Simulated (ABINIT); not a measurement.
**Gap slopes of TiO2 (Rutile) from G0W0 (hydrostatic strain)**

Does PBE give the same change of gap under hydrostatic strain as G0W0? The case is TiO2 (Rutile).

Calculated with ABINIT 10.8.3; PBE and many-body steps on it, plane waves.

Report form: the programs' logs are mostly left out.

## (1) The starting structure

It takes space group P4_2/mnm (No. 136, tetragonal). Conventional cell: a = 4.592 Å, b = 4.592 Å, c = 2.957 Å, α = 90.00°, β = 90.00°, γ = 90.00°. Nearest to Ti lie 6 O at 1.95 to 1.98 Å. Nearest to O lie 3 Ti at 1.95 to 1.98 Å. Farther neighbours and most contacts between anions are not listed.

Geometry: measured (diffraction), ions relaxed with PBE. The runs that relaxed it are not among those shown.

## (2) Ground state

This step: ABINIT 10.8.3; DFT, PBE, plane waves, norm-conserving pseudopotentials.

The ground-state density comes first.

The input, run.abi:

```
acell 3*1.0 Angstrom
rprim 
  4.592200000000 0.000000000000 0.000000000000
  0.000000000000 4.592200000000 0.000000000000
  0.000000000000 0.000000000000 2.957400000000
ntypat 2
znucl 22 8
natom 6
typat 1 1 2 2 2 2
xred 
  0.000000000000 -0.000000000000 0.000000000000
  0.500000000000 0.500000000000 0.500000000000
  0.304211085228 0.304211085228 0.000000000000
  0.195788914772 0.804211085228 0.500000000000
  0.695788914772 0.695788914772 0.000000000000
  0.804211085228 0.195788914772 0.500000000000
pp_dirpath "pseudos"
pseudos "Ti.upf, O.upf"
ecut 38
ngkpt 4 4 8
nshiftk 1
shiftk 0 0 0
kptopt 1
chksymbreak 0
nband 31
occopt 1
tolvrs 1e-10
nstep 60
prtwf 0
optforces 0
optstress 0
indata_prefix "in"
outdata_prefix "out"
tmpdata_prefix "tmp"
```

Launch:

```
> OMP_NUM_THREADS=1 mpirun -n 4 abinit run.abi > log
```

Elapsed: 73 s, on 4 MPI ranks of Arm Neoverse V1, shared host; peak memory 0.35 GiB.

This step gave:

| Quantity | Value |
| --- | --- |
| total energy | -5039.8214 eV |
| gap | 1.888 eV |
| k of the valence top | 0, 0, 0 |
| k of the conduction bottom | 0, 0, 0 |
| least direct gap | 1.888 eV |

The gap is direct, at Γ.

## (3) Empty states on the mesh, 4×4×4 mesh, 91 bands

The sums over transitions need many empty states on a uniform mesh; this step solves for them.

Edit run.abi of step 2 so:

```diff
@@ -19,3 +19,3 @@
 ecut 38
-ngkpt 4 4 8
+ngkpt 4 4 4
 nshiftk 1
@@ -24,9 +24,10 @@
 chksymbreak 0
-nband 31
-occopt 1
-tolvrs 1e-10
+iscf -2
+irdden 1
+istwfk *1
+nband 91
+nbdbuf 8
+tolwfr 1e-09
 nstep 60
-prtwf 0
-optforces 0
-optstress 0
+prtvol 0
 indata_prefix "in"
```

Elapsed: 54 s, on 4 MPI ranks; peak memory 0.39 GiB; 3.6 min of CPU time.

Numbers from this step:

- gap: 1.888 eV
- k of the valence top: 0, 0, 0
- k of the conduction bottom: 0, 0, 0
- least direct gap: 1.888 eV
- k points computed: 18
- lowest point of the top converged band, above the valence top: 44.84 eV

On this mesh the gap is 1.888 eV.

## (4) Screening, 4×4×4 mesh, 83 bands, screening to 103.4 eV

The RPA dielectric matrix is built and inverted for each q.

This step: RPA screening on PBE, plane waves, norm-conserving pseudopotentials.

Edit run.abi of step 3 so:

```diff
@@ -24,10 +24,11 @@
 chksymbreak 0
-iscf -2
-irdden 1
 istwfk *1
-nband 91
-nbdbuf 8
-tolwfr 1e-09
-nstep 60
-prtvol 0
+occopt 1
+irdwfk 1
+optdriver 3
+nband 83
+ecuteps 3.8
+inclvkb 2
+awtr 1
+symchi 1
 indata_prefix "in"
```

The job ended after 2.3 min (4 MPI ranks; peak memory 1.7 GiB).

This step gave:

```
ε∞ with local fields, on this mesh, along the program's q direction : 8.597
the same without local fields                                       : 8.935
plasma frequency                                                    : 32.58 eV
plane waves in the screening matrix                                 : 145
```

Local fields lower ε∞ by 4 %. On a Γ-centred mesh this coarse the value itself is usually too large, while a short band sum pulls it down.

## (5) G0W0, strain +0 %

The self-energy is evaluated for the states that the input lists, and the levels follow from it, in one-shot runs by the linearised quasiparticle equation.

This step: G0W0 on PBE, plane waves, norm-conserving pseudopotentials.

Edit run.abi of step 4 so:

```diff
@@ -27,8 +27,15 @@
 irdwfk 1
-optdriver 3
+optdriver 4
 nband 83
+gwcalctyp 0
+ecutsigx 38
+symsigma 1
+nkptgw 1
+kptgw 
+  0.0000000000 0.0000000000 0.0000000000
+bdgw 
+  22 26
 ecuteps 3.8
-inclvkb 2
-awtr 1
-symchi 1
+irdscr 1
+ppmodel 1
 indata_prefix "in"
```

The job ended after 5.9 s (4 MPI ranks; peak memory 1.1 GiB; 23 s of CPU time).

This step gave:

```
G0W0 gap on the points computed              : 3.376 eV
starting gap on the mesh                     : 1.888 eV
k of the valence top                         : 0, 0, 0
k of the conduction bottom                   : 0, 0, 0
Z at the valence top                         : 0.766
Z at the conduction bottom                   : 0.782
least direct G0W0 gap on the computed points : 3.376 eV
```

The gap on the mesh goes from 1.89 eV to 3.38 eV, a correction of +1.49 eV.

## (6) G0W0, strain -1 %

The cell differs from the one that the last finished run ended in (a 4.592 → 4.546 Å, b 4.592 → 4.546 Å, c 2.957 → 2.928 Å).

The input, run.abi:

```
acell 3*1.0 Angstrom
rprim 
  4.546278000000 0.000000000000 0.000000000000
  0.000000000000 4.546278000000 0.000000000000
  0.000000000000 0.000000000000 2.927826000000
ntypat 2
znucl 22 8
natom 6
typat 1 1 2 2 2 2
xred 
  0.000000000000 0.000000000000 0.000000000000
  0.500000000000 0.500000000000 0.500000000000
  0.303234935125 0.303234935125 -0.000000000000
  0.196765064875 0.803234935125 0.500000000000
  0.696765064875 0.696765064875 -0.000000000000
  0.803234935125 0.196765064875 0.500000000000
pp_dirpath "pseudos"
pseudos "Ti.upf, O.upf"
ecut 38
ngkpt 4 4 4
nshiftk 1
shiftk 0 0 0
kptopt 1
chksymbreak 0
istwfk *1
occopt 1
irdwfk 1
optdriver 4
nband 81
gwcalctyp 0
ecutsigx 38
symsigma 1
nkptgw 1
kptgw 
  0.0000000000 0.0000000000 0.0000000000
bdgw 
  22 26
ecuteps 3.8
irdscr 1
ppmodel 1
indata_prefix "in"
outdata_prefix "out"
tmpdata_prefix "tmp"
```

It took 5.6 s on 4 MPI ranks; peak memory 1 GiB; 22 s of CPU time.

This step gave:

| Item | Value |
| --- | --- |
| G0W0 gap on the points computed | 3.449 eV |
| starting gap on the mesh | 1.925 eV |
| k of the valence top | 0, 0, 0 |
| k of the conduction bottom | 0, 0, 0 |
| least direct G0W0 gap on the computed points | 3.449 eV |

The gap on the mesh goes from 1.93 eV to 3.45 eV, a correction of +1.52 eV.

Ground state, empty states and screening of this cell were made anew, as for the first cell; those steps are not shown. Geometry: measured (diffraction), hydrostatic strain, ions relaxed with PBE.

## (7) G0W0, strain +1 %

The cell differs from the one that the last finished run ended in (a 4.546 → 4.638 Å, b 4.546 → 4.638 Å, c 2.928 → 2.987 Å).

The input, run.abi:

```
acell 3*1.0 Angstrom
rprim 
  4.638122000000 0.000000000000 0.000000000000
  0.000000000000 4.638122000000 0.000000000000
  0.000000000000 0.000000000000 2.986974000000
ntypat 2
znucl 22 8
natom 6
typat 1 1 2 2 2 2
xred 
  0.000000000000 0.000000000000 0.000000000000
  0.500000000000 0.500000000000 0.500000000000
  0.305322046973 0.305322046973 0.000000000000
  0.194677953027 0.805322046973 0.500000000000
  0.694677953027 0.694677953027 0.000000000000
  0.805322046973 0.194677953027 0.500000000000
pp_dirpath "pseudos"
pseudos "Ti.upf, O.upf"
ecut 38
ngkpt 4 4 4
nshiftk 1
shiftk 0 0 0
kptopt 1
chksymbreak 0
istwfk *1
occopt 1
irdwfk 1
optdriver 4
nband 85
gwcalctyp 0
ecutsigx 38
symsigma 1
nkptgw 1
kptgw 
  0.0000000000 0.0000000000 0.0000000000
bdgw 
  22 26
ecuteps 3.8
irdscr 1
ppmodel 1
indata_prefix "in"
outdata_prefix "out"
tmpdata_prefix "tmp"
```

Run time: 6.2 s. Hardware: 4 MPI ranks; peak memory 1.1 GiB; 25 s of CPU time.

This step gave:

```
G0W0 gap on the points computed              : 3.300 eV
starting gap on the mesh                     : 1.856 eV
k of the valence top                         : 0, 0, 0
k of the conduction bottom                   : 0, 0, 0
least direct G0W0 gap on the computed points : 3.300 eV
```

The gap on the mesh goes from 1.86 eV to 3.30 eV, a correction of +1.44 eV.

Again on this cell's own states.

## (8) G0W0, strain -2 %

The cell differs from the one that the last finished run ended in (a 4.638 → 4.500 Å, b 4.638 → 4.500 Å, c 2.987 → 2.898 Å).

The input, run.abi:

```
acell 3*1.0 Angstrom
rprim 
  4.500356000000 0.000000000000 0.000000000000
  0.000000000000 4.500356000000 0.000000000000
  0.000000000000 0.000000000000 2.898252000000
ntypat 2
znucl 22 8
natom 6
typat 1 1 2 2 2 2
xred 
  -0.000000000000 -0.000000000000 0.000000000000
  0.500000000000 0.500000000000 0.500000000000
  0.302374370252 0.302374370252 0.000000000000
  0.197625629748 0.802374370252 0.500000000000
  0.697625629748 0.697625629748 0.000000000000
  0.802374370252 0.197625629748 0.500000000000
pp_dirpath "pseudos"
pseudos "Ti.upf, O.upf"
ecut 38
ngkpt 4 4 4
nshiftk 1
shiftk 0 0 0
kptopt 1
chksymbreak 0
istwfk *1
occopt 1
irdwfk 1
optdriver 4
nband 79
gwcalctyp 0
ecutsigx 38
symsigma 1
nkptgw 1
kptgw 
  0.0000000000 0.0000000000 0.0000000000
bdgw 
  22 26
ecuteps 3.8
irdscr 1
ppmodel 1
indata_prefix "in"
outdata_prefix "out"
tmpdata_prefix "tmp"
```

The job ended after 5.2 s (4 MPI ranks; peak memory 0.99 GiB; 21 s of CPU time).

Numbers from this step:

* G0W0 gap on the points computed: 3.522 eV
* starting gap on the mesh: 1.967 eV
* k of the valence top: 0, 0, 0
* k of the conduction bottom: 0, 0, 0
* least direct G0W0 gap on the computed points: 3.522 eV

The gap on the mesh goes from 1.97 eV to 3.52 eV, a correction of +1.56 eV.

Again on this cell's own states.

## (9) G0W0, strain +2 %

The cell differs from the one that the last finished run ended in (a 4.500 → 4.684 Å, b 4.500 → 4.684 Å, c 2.898 → 3.017 Å).

The input, run.abi:

```
acell 3*1.0 Angstrom
rprim 
  4.684044000000 0.000000000000 0.000000000000
  0.000000000000 4.684044000000 0.000000000000
  0.000000000000 0.000000000000 3.016548000000
ntypat 2
znucl 22 8
natom 6
typat 1 1 2 2 2 2
xred 
  0.000000000000 -0.000000000000 0.000000000000
  0.500000000000 0.500000000000 0.500000000000
  0.306596571054 0.306596571054 0.000000000000
  0.193403428946 0.806596571054 0.500000000000
  0.693403428946 0.693403428946 0.000000000000
  0.806596571054 0.193403428946 0.500000000000
pp_dirpath "pseudos"
pseudos "Ti.upf, O.upf"
ecut 38
ngkpt 4 4 4
nshiftk 1
shiftk 0 0 0
kptopt 1
chksymbreak 0
istwfk *1
occopt 1
irdwfk 1
optdriver 4
nband 86
gwcalctyp 0
ecutsigx 38
symsigma 1
nkptgw 1
kptgw 
  0.0000000000 0.0000000000 0.0000000000
bdgw 
  22 26
ecuteps 3.8
irdscr 1
ppmodel 1
indata_prefix "in"
outdata_prefix "out"
tmpdata_prefix "tmp"
```

It took 6.4 s on 4 MPI ranks; peak memory 1.2 GiB; 25 s of CPU time.

This step gave:

| Item | Value |
| --- | --- |
| G0W0 gap on the points computed | 3.237 eV |
| starting gap on the mesh | 1.829 eV |
| k of the valence top | 0, 0, 0 |
| k of the conduction bottom | 0, 0, 0 |
| least direct G0W0 gap on the computed points | 3.237 eV |

The gap on the mesh goes from 1.83 eV to 3.24 eV, a correction of +1.41 eV.

Again on this cell's own states.

## (10) The series

One mesh (4×4×4), Godby-Needs plasmon pole, bands up to a fixed energy, so that their count changes with the cell; hydrostatic strain per length. The ions were relaxed in each strained cell. Plane waves in the screening: 145, 145, 145, 161 and 161.

```
strain (%)  PBE gap (eV)  G0W0 gap (eV)  least direct G0W0 gap (eV)  G0W0 edges
        -2         1.967          3.522                       3.522      Γ to Γ
        -1         1.925          3.449                       3.449      Γ to Γ
        +0         1.888          3.376                       3.376      Γ to Γ
        +1         1.856          3.300                       3.300      Γ to Γ
        +2         1.829          3.237                       3.237      Γ to Γ
```

## (11) Outcome

- slope under compression: −40 (PBE) and −73 (G0W0) meV per %
- slope under tension: −30 (PBE) and −70 (G0W0) meV per %
- GW settings, unstrained cell: 4×4×4 mesh, 83 bands, screening to 103.4 eV
- known limits: not at the basis limit; coarse k mesh

In words: On the side of compression the slopes of gap against strain are −40 (PBE) and −73 (G0W0) meV per %. On the side of tension the slopes of gap against strain are −30 (PBE) and −70 (G0W0) meV per %. One line through all points gives volume deformation potentials of -1.15 eV (PBE) and -2.40 eV (G0W0). Gaps are read on the mesh, so a valley between its points is missed. Bands and cutoff are finite, so the gap is not at the basis limit. The miss can reach some tenths of an eV and take either sign; the mesh is an error of its own. In the G0W0 run levels were corrected at 1 k point alone, so a gap called «on the mesh» is the least over those, and an edge elsewhere would be missed. The 4×4×4 mesh is coarse for this cell, which bears on the long-range parts of exchange and screening.

[Paths, hosts, dates, memory and timing lines, banners, echoed tables and standing remarks are left out of the program output.]

[Logs are printed without paths, hosts, clocks, repeated set-up lines and the standing remarks that a program may print on its own settings, such as how far it seeks lower states.]

[Runs of the session that timed out or met a known fault of the program may be left out.]

[Hosts, paths, dates, database ids (printed as entryN), source tags and the programs' standing remarks are cut or masked in the printed files.]

[G0W0 gaps are taken among the corrected bands and points alone; a level outside them can change the order at an edge.]

[Where Ansatz stands beside ABINIT at settings called matched, ABINIT's density can come from a denser mesh and the files from another edition; pairs whose starting gaps differed by over 0.03 eV were left out, so agreement reads better than it is.]
